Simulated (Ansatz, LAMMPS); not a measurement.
# Relaxing (Rb,Cs)F, from a frame at 840 K with crystalline order left by the classical run (72 atoms), part 3 of 3

How does (Rb,Cs)F, from a frame at 840 K with crystalline order left by the classical run (72 atoms) relax, and what do bonds, charges and levels look like afterwards?

Ansatz 0.2.0; Kohn-Sham DFT, RPBE, PAW (set soft_2), plane waves.

The cell: 18 Rb, 18 Cs and 36 F. The starting topology of bonds comes from the classical model. The ion parameters were fitted for water, not for melts. The Brillouin zone is sampled at Γ only, in a cell whose shortest periodic width is 13 Å. The levels lack spin–orbit coupling.

So far. Step 4 (Relaxation): The relaxation changed the energy by -85.9 meV/atom, and atoms moved by 0.57 Å r.m.s., 1.0 Å at most.

## (6) Single point at the relaxed geometry

One more single point at the end of the walk gives the fuller output and checks the residual forces.

Contents of input.yaml:

```yaml
crystal:
  lattice:
    - [13.2947, 0.0, 0.0]
    - [0.0, 13.2947, 0.0]
    - [0.0, 0.0, 13.2947]
  atoms:
    - { symbol: Rb, position: [0.40089, 0.03318, 0.48979] }
    - { symbol: Rb, position: [0.07134, 0.07099, 0.49549] }
    - { symbol: Rb, position: [0.06527, 0.06957, 0.828] }
    - { symbol: Rb, position: [0.40636, 0.53518, 0.83186] }
    - { symbol: Rb, position: [0.73934, 0.53147, 0.49844] }
    - { symbol: Rb, position: [0.23614, 0.74976, 0.99571] }
    - { symbol: Rb, position: [0.06679, 0.52837, 0.49345] }
    - { symbol: Rb, position: [0.23685, 0.29514, 0.32915] }
    - { symbol: Rb, position: [0.90695, 0.29685, 0.33254] }
    - { symbol: Rb, position: [0.56733, 0.30881, 0.99099] }
    - { symbol: Rb, position: [0.56296, 0.78489, 0.99894] }
    - { symbol: Rb, position: [0.40237, 0.53293, 0.15786] }
    - { symbol: Rb, position: [0.89299, 0.2942, 0.98949] }
    - { symbol: Rb, position: [0.07418, 0.52298, 0.16531] }
    - { symbol: Rb, position: [0.24375, 0.2975, 0.99639] }
    - { symbol: Rb, position: [0.73178, 0.53245, 0.82559] }
    - { symbol: Rb, position: [0.56992, 0.76548, 0.32521] }
    - { symbol: Rb, position: [0.89909, 0.29783, 0.66095] }
    - { symbol: Cs, position: [0.90283, 0.76298, 0.32876] }
    - { symbol: Cs, position: [0.90608, 0.76835, 0.99399] }
    - { symbol: Cs, position: [0.73362, 0.04274, 0.15927] }
    - { symbol: Cs, position: [0.40037, 0.05268, 0.16145] }
    - { symbol: Cs, position: [0.06866, 0.06901, 0.15956] }
    - { symbol: Cs, position: [0.06687, 0.52575, 0.8271] }
    - { symbol: Cs, position: [0.73402, 0.53092, 0.15821] }
    - { symbol: Cs, position: [0.73685, 0.03606, 0.82925] }
    - { symbol: Cs, position: [0.73879, 0.0544, 0.49226] }
    - { symbol: Cs, position: [0.3954, 0.03113, 0.82944] }
    - { symbol: Cs, position: [0.23814, 0.29089, 0.66132] }
    - { symbol: Cs, position: [0.56865, 0.29033, 0.66497] }
    - { symbol: Cs, position: [0.57035, 0.77811, 0.6585] }
    - { symbol: Cs, position: [0.56767, 0.29186, 0.32572] }
    - { symbol: Cs, position: [0.23074, 0.77771, 0.66376] }
    - { symbol: Cs, position: [0.23586, 0.76873, 0.32364] }
    - { symbol: Cs, position: [0.90468, 0.77852, 0.65979] }
    - { symbol: Cs, position: [0.40204, 0.53141, 0.49397] }
    - { symbol: F, position: [0.07309, 0.76325, 0.83289] }
    - { symbol: F, position: [0.22917, 0.05042, 0.65716] }
    - { symbol: F, position: [0.74404, 0.29652, 0.49592] }
    - { symbol: F, position: [0.23721, 0.53571, 0.66003] }
    - { symbol: F, position: [0.39699, 0.77245, 0.83893] }
    - { symbol: F, position: [0.56561, 0.01525, 0.99533] }
    - { symbol: F, position: [0.5634, 0.04576, 0.65768] }
    - { symbol: F, position: [0.07199, 0.30003, 0.16659] }
    - { symbol: F, position: [0.8958, 0.52439, 0.65664] }
    - { symbol: F, position: [0.56543, 0.52778, 0.98879] }
    - { symbol: F, position: [0.0752, 0.74879, 0.15532] }
    - { symbol: F, position: [0.9095, 0.05176, 0.66075] }
    - { symbol: F, position: [0.89664, 0.52916, 0.9903] }
    - { symbol: F, position: [0.23126, 0.07641, 0.9889] }
    - { symbol: F, position: [0.39796, 0.29856, 0.48965] }
    - { symbol: F, position: [0.57318, 0.53668, 0.66604] }
    - { symbol: F, position: [0.90644, 0.52622, 0.33301] }
    - { symbol: F, position: [0.72731, 0.78131, 0.1645] }
    - { symbol: F, position: [0.40512, 0.30729, 0.83717] }
    - { symbol: F, position: [0.05818, 0.28791, 0.82444] }
    - { symbol: F, position: [0.7362, 0.77873, 0.8278] }
    - { symbol: F, position: [0.73449, 0.75901, 0.48896] }
    - { symbol: F, position: [0.90428, 0.06542, 0.98872] }
    - { symbol: F, position: [0.06519, 0.29374, 0.49272] }
    - { symbol: F, position: [0.56662, 0.5421, 0.32572] }
    - { symbol: F, position: [0.5639, 0.05551, 0.3292] }
    - { symbol: F, position: [0.06701, 0.75113, 0.49402] }
    - { symbol: F, position: [0.2332, 0.52579, 0.32401] }
    - { symbol: F, position: [0.23546, 0.0668, 0.33517] }
    - { symbol: F, position: [0.73087, 0.29165, 0.14852] }
    - { symbol: F, position: [0.73391, 0.30218, 0.83113] }
    - { symbol: F, position: [0.40277, 0.29648, 0.15377] }
    - { symbol: F, position: [0.90846, 0.07009, 0.33395] }
    - { symbol: F, position: [0.24277, 0.53037, 0.99872] }
    - { symbol: F, position: [0.40752, 0.79817, 0.48479] }
    - { symbol: F, position: [0.40265, 0.75811, 0.15574] }
kpoints:
  mp_grid: { grid: [1, 1, 1] }
hamiltonian:
  xc: rpbe
scf:
  occupations: { method: fermi_dirac, width: 0.025 }
output:
  forces: true
  stress: true
  populations: true
  dos:
    method: { smearing: { sigma: 0.08 } }
    de: 0.1
    projected: { site_lists: { Cs: [Cs], F: [F], Rb: [Rb] } }
  eigenvalues: true
  write_density: true
  write_potential: true
  volumetric_format: npy
```

On the command line:

```bash
> ansatz run input.yaml --threads 4 --pin off --max-ram 8192MiB --backend cpu --events-out ev --progress --plain --runs-dir out
```

Numbers of over 12 decimals in the logs are rounded to 6 here.

Log:

```text
[...]
Crystal: 72 atoms, lattice volume = 2349.826 Å³
Basis set: ecut = 420 eV, 45961 PW (Γ), exchange–correlation on 180×180×180 points (8 copies of the dense FFT grid, shifted against one another)
Bands: 360, of which v1, the nominal top of the filled ones, is band 288 counted from 1 (287 counted from 0)
Symmetry: 1 space group operations
[...]
k-points: 1
[...]
SCF iter   1: F=—  HF=-190444.868151 eV  |F-HF|=—  |Δ(HF+E_count)|=         —  Δρ=3.63e-3  dr2=3.82e-1  ethr=1.77e-3  ⟨swp⟩=7.0  Hψ=1627  notcnv=0  defer=57
[...]
SCF iter  10: F=-190444.765045 eV  HF=-190444.765045 eV  |F-HF|=1.09e-8  |Δ(HF+E_count)|=   5.78e-8  Δρ=1.17e-6  dr2=2.28e-8  ethr=1.74e-11  ⟨swp⟩=22.0  Hψ=3434  notcnv=0
SCF 1 converged in 10 iterations: F = -190444.765045 eV  dr2 = 2.28e-8
[...]
SCF converged after 10 iterations
Free energy (F): -190444.765045 eV
[...]
Internal energy: -190444.765045 eV  (E = F + TS)
E sigma→0 (E₀):  -190444.765045 eV
Fermi energy:    3.327864 eV
[...]
--- Forces (eV/Å), atoms counted from 1 ---
  atom   1  Rb     0.00062695    -0.00258959    -0.00106408
  atom   2  Rb     0.00029407    -0.00143647     0.00119229
  atom   3  Rb     0.00083624     0.00678908    -0.00252166
  atom   4  Rb     0.00083214     0.00046653    -0.00000442
  atom   5  Rb    -0.00011709    -0.00238450     0.00135609
  atom   6  Rb     0.00005911     0.00141415     0.00030232
  atom   7  Rb    -0.00009528    -0.00086403    -0.00222013
  atom   8  Rb     0.00016199    -0.00018962    -0.00088649
  atom   9  Rb    -0.00029387    -0.00071899    -0.00140199
  atom  10  Rb    -0.00219535    -0.00089969     0.00102907
  atom  11  Rb     0.00017440     0.00272350     0.00132769
  atom  12  Rb    -0.00122886     0.00104755    -0.00286769
  atom  13  Rb     0.00258927    -0.00013102    -0.00008070
  atom  14  Rb     0.00047357     0.00092031    -0.00168818
[...]
atom  71  F      0.00006732     0.00127533    -0.00017485
  atom  72  F      0.00063048    -0.00351609    -0.00044610
  max |Σ_I F_I| component: 7.32e-6 eV/Å
--- Stress (GPa, compression-positive) ---
       -1.256232       0.000226       0.011478
        0.000226      -1.219821       0.015051
        0.011478       0.015051      -1.246118
  P = ⅓ Tr σ = -1.2407 GPa (-12.407 kbar)
--- Band table (eV) ---
[...]
--- Löwdin populations: 72 sites ---
  site symbol       q [e]
     0     Rb      8.1351
     1     Rb      8.1268
     2     Rb      8.1296
[...]
71      F      7.7997
  spilling = 0.005542 (of n_electrons = 576.000000)
```

It took 34 s on 4 threads of Arm Neoverse V2, shared host; peak memory 2.6 GiB.

The run gave:

```
free energy                                      : -190444.7650 eV
free energy per atom                             : -2645.0662 eV/atom
SCF cycles                                       : 10
pressure                                         : -1.241 GPa
r.m.s. force component                           : 0.00234 eV/Å
longest force                                    : 0.01896 eV/Å
Fermi energy                                     : 3.328 eV
gap (highest filled to lowest empty level) : 4.699 eV
spilling of the projection                       : 0.005542
```

Löwdin charges by element and coordination (they lack the spilled electrons, 0.044 e an atom on average):

```csv
element,coordination,atoms,mean charge (e),spread,least,most
Cs,all,18,0.912,0.0032,0.906,0.918
Cs,5,6,0.913,0.0026,0.911,0.918
Cs,6,12,0.911,0.0032,0.906,0.917
F,all,36,-0.801,0.0015,-0.804,-0.798
F,5,11,-0.802,0.0011,-0.804,-0.800
F,6,25,-0.8,0.0011,-0.802,-0.798
Rb,all,18,0.867,0.0026,0.862,0.873
Rb,5,5,0.87,0.0022,0.867,0.873
Rb,6,13,0.866,0.0017,0.862,0.867
```

Density of states as counts of states in windows of 1 eV (from the Fermi level), total and the larger projections:

```csv
from (eV),to (eV),total,F p,Cs p,Rb p
-14,-11,0.0,0.0,0.0,0.0
-11,-10,108.0,0.5,0.1,106.8
-10,-9,0.0,0.0,0.0,0.0
-9,-8,105.3,1.2,103.1,0.1
-8,-7,2.7,0.0,2.6,0.0
-7,-3,0.0,0.0,0.0,0.0
-3,-2,216.0,208.6,1.3,0.5
-2,2,0.0,0.0,0.0,0.0
2,3,2.0,0.0,0.0,0.0
3,4,15.7,0.5,0.3,0.1
4,5,58.7,1.4,0.4,0.2
```

The curve was stored every 0.100 eV, coarse against its broadening of 0.08 eV, so these counts are rough.

Between -26 and -14 eV lie 108 more states.

The stored curve holds about 540 of the 576 electrons; the rest, give or take the few that broadening carries across the Fermi level, lie in deeper levels below its range.

The levels nearest the highest filled one (over half full), pooled over k-points and spins:

```csv
level less the highest filled one (eV),occupation
-0.0532,2
-0.0511,2
-0.0466,2
-0.025,2
-5.0e-4,2
0,2
4.70,0
5.79,0
5.84,0
5.91,0
5.96,0
6.04,0
```

Valence density in the ac plane at fractional y = 0.294, with atoms of Rb and Cs and F within 0.2 Å of it. It is the smooth field of the valence electrons, not physical close to the nuclei.

Values in units of 1e0 e/Å³, 13 rows by 16 columns, each cell a mean:
```
0.0 0.0 0.2 1.3 1.3 0.2 0.0 0.1 1.1 1.5 0.3 0.0 0.1 0.9 1.6 0.6
1.2 1.4 0.1 0.1 0.1 0.3 3.1 0.7 0.1 0.1 0.1 2.2 1.3 0.1 0.1 0.1
3.0 3.6 0.1 0.0 0.1 0.3 3.5 0.7 0.1 0.1 0.2 3.6 2.1 0.1 0.0 0.1
0.1 0.1 0.2 0.7 0.7 0.2 0.1 0.1 0.6 0.8 0.3 0.1 0.1 0.4 1.1 0.4
0.0 0.0 0.4 0.8 0.9 0.3 0.0 0.2 0.9 0.7 0.5 0.0 0.0 1.0 1.8 1.0
0.3 0.4 0.1 0.4 0.3 0.2 0.4 0.1 0.3 0.4 0.1 0.4 0.4 0.2 0.4 0.2
2.9 5.6 0.2 0.0 0.0 0.9 6.8 0.8 0.0 0.0 0.1 4.0 4.4 0.1 0.0 0.1
0.3 0.4 0.1 0.4 0.3 0.2 0.6 0.2 0.3 0.4 0.1 0.3 0.3 0.2 0.6 0.3
0.1 0.0 0.4 1.7 1.6 0.2 0.0 0.2 0.9 0.7 0.5 0.0 0.0 0.8 1.8 1.3
0.1 0.1 0.2 0.8 0.7 0.1 0.1 0.1 0.6 0.7 0.3 0.1 0.0 0.2 0.9 0.4
1.8 5.4 0.3 0.0 0.0 0.5 4.7 0.8 0.1 0.0 0.2 3.4 1.6 0.1 0.0 0.0
0.5 1.4 0.1 0.1 0.1 0.4 2.9 0.6 0.1 0.1 0.2 3.0 1.4 0.1 0.1 0.0
0.0 0.0 0.2 1.4 1.4 0.2 0.0 0.1 1.1 1.4 0.3 0.0 0.1 0.8 1.5 0.6
```
Columns run along a (13.3 Å), rows up along c (13.3 Å). Atoms in or near the plane, at fractional coordinates: Rb at (0.24, 0.33), Rb at (0.91, 0.33), Rb at (0.57, 0.99), Rb at (0.89, 0.99), Rb at (0.24, 0.00), Rb at (0.90, 0.66), Cs at (0.24, 0.66), Cs at (0.57, 0.66), Cs at (0.57, 0.33), F at (0.74, 0.50), F at (0.07, 0.17), F at (0.40, 0.49), F at (0.41, 0.84), F at (0.06, 0.82) and more.

Electrostatic potential energy in the ac plane at fractional y = 0.294, with atoms of Rb and Cs and F within 0.2 Å of it. With pseudopotentials it is smooth inside the atoms' cores, unlike the true potential.

Ten even steps from '0' (-74 eV) to '9' (8 eV), each cell a mean:
```
9999998400168999998400168999998400168
9999999876789999999866789999999865689
9999999999999988999999999998999999999
9546999999999854699999999954599999999
9546999999999966799999999965699999999
9999999988999999999988999999999999999
9999998766789999998766679999999865689
9999987666668999997666668999998500058
9999987666668999997666668999998500058
9999998766789999999876789999999876789
9999999999999999999999999999999999999
9645899999999755799999999964589999999
9645899999999744799999999975589999999
9999999999999999999999999999999999999
9999998755789999998766789999999864578
9999997200279999997666668999998610027
9999997300279999997666668999999720048
9999999866899999998766789999999987789
9988999999999999999999999999999999999
9644799999999855799999999965799999999
9755899999999744699999999844599999999
9999999999999998999999999988999999999
9999999865689999999876789999999876789
9999998400068999998400268999998400168
```
Columns run along a (13.3 Å; values clipped at the 3rd and 97th percentile), rows up along c (13.3 Å). Atoms in or near the plane, at fractional coordinates: Rb at (0.24, 0.33), Rb at (0.91, 0.33), Rb at (0.57, 0.99), Rb at (0.89, 0.99), Rb at (0.24, 0.00), Rb at (0.90, 0.66), Cs at (0.24, 0.66), Cs at (0.57, 0.66), Cs at (0.57, 0.33), F at (0.74, 0.50), F at (0.07, 0.17), F at (0.40, 0.49), F at (0.41, 0.84), F at (0.06, 0.82) and more.

Mean Löwdin charges: Cs +0.91, F -0.80, Rb +0.87 e (they miss 0.55 % of the electrons, so they add up to more than the cell's charge).

Local excerpt of 8 atoms (numbers count through the whole input) about F65, picked at random; x, y, z are measured from there.

```csv
atom,x,y,z,distance (Å),bonds,Löwdin charge (e)
F65,0.00,0.00,0.00,0.00,5,-0.80
Rb8,0.02,3.04,-0.08,3.04,6,0.86
Rb1,2.20,-0.45,2.06,3.04,6,0.86
Rb2,-2.18,0.06,2.13,3.05,5,0.87
Cs22,2.19,-0.19,-2.31,3.19,5,0.91
Cs23,-2.22,0.03,-2.33,3.22,5,0.92
Cs34,0.01,-3.96,-0.15,3.97,5,0.92
F51,2.16,3.08,2.05,4.29,6,-0.80
```

The column of bonds counts only the pairs F-Cs within 3.77 Å, F-Rb within 3.68 Å; other neighbours, such as metal atoms beside each other in a compound, aren't counted, and periodic images can show an atom twice.

## (7) Summary of results

| Item | Value |
| --- | --- |
| energy change in the relaxation | -85.85 meV/atom |
| r.m.s. displacement | 0.566 Å |
| largest displacement | 1.038 Å |
| free energy per atom | -2645.0662 eV/atom |
| pressure | -1.241 GPa |
| r.m.s. force component | 0.00234 eV/Å |
| gap (highest filled to lowest empty level) | 4.699 eV |
| wall time of the 3 DFT runs | 5 min |

Relaxation lowers the energy by 85.9 meV/atom and moves atoms by 0.57 Å r.m.s.; the r.m.s. force component goes from 0.32 to 0.0023 eV/Å, the pressure goes from 0.18 to -1.2 GPa, and the gap from 3.52 to 4.70 eV. By the final cutoffs 4 of 182 bonded pairs parted and 27 joined. First to last step the energy falls by 6.181 eV; the largest move, 1.04 Å, is that of F51, with 1 other atom within 2 % of it. The F-Cs bonds change most in mean length: from 3.125 Å (spread 0.297) to 3.221 Å (spread 0.122), and their number from 94 to 102. Counting bonds as in the table, 67 % of Cs atoms have 6, 69 % of F atoms have 6 and 72 % of Rb atoms have 6 bonded neighbours. Between filled and empty levels lie 4.70 eV (at Γ alone); a semilocal functional tends to put such gaps too low. In a disordered cell it changes from sample to sample, and tail or defect levels can set it.

**Limits.** The starting topology of bonds comes from the classical model; in DFT 4 of its 182 bonded pairs passed out of the cutoffs and 27 came within them.

[Logs are printed without paths, hosts, clocks, repeated set-up lines and the standing remarks that a program may print on its own settings, such as how far it seeks lower states.]

[Hosts, paths, dates, database ids (printed as entryN), source tags and the programs' standing remarks are cut or masked in the printed files.]
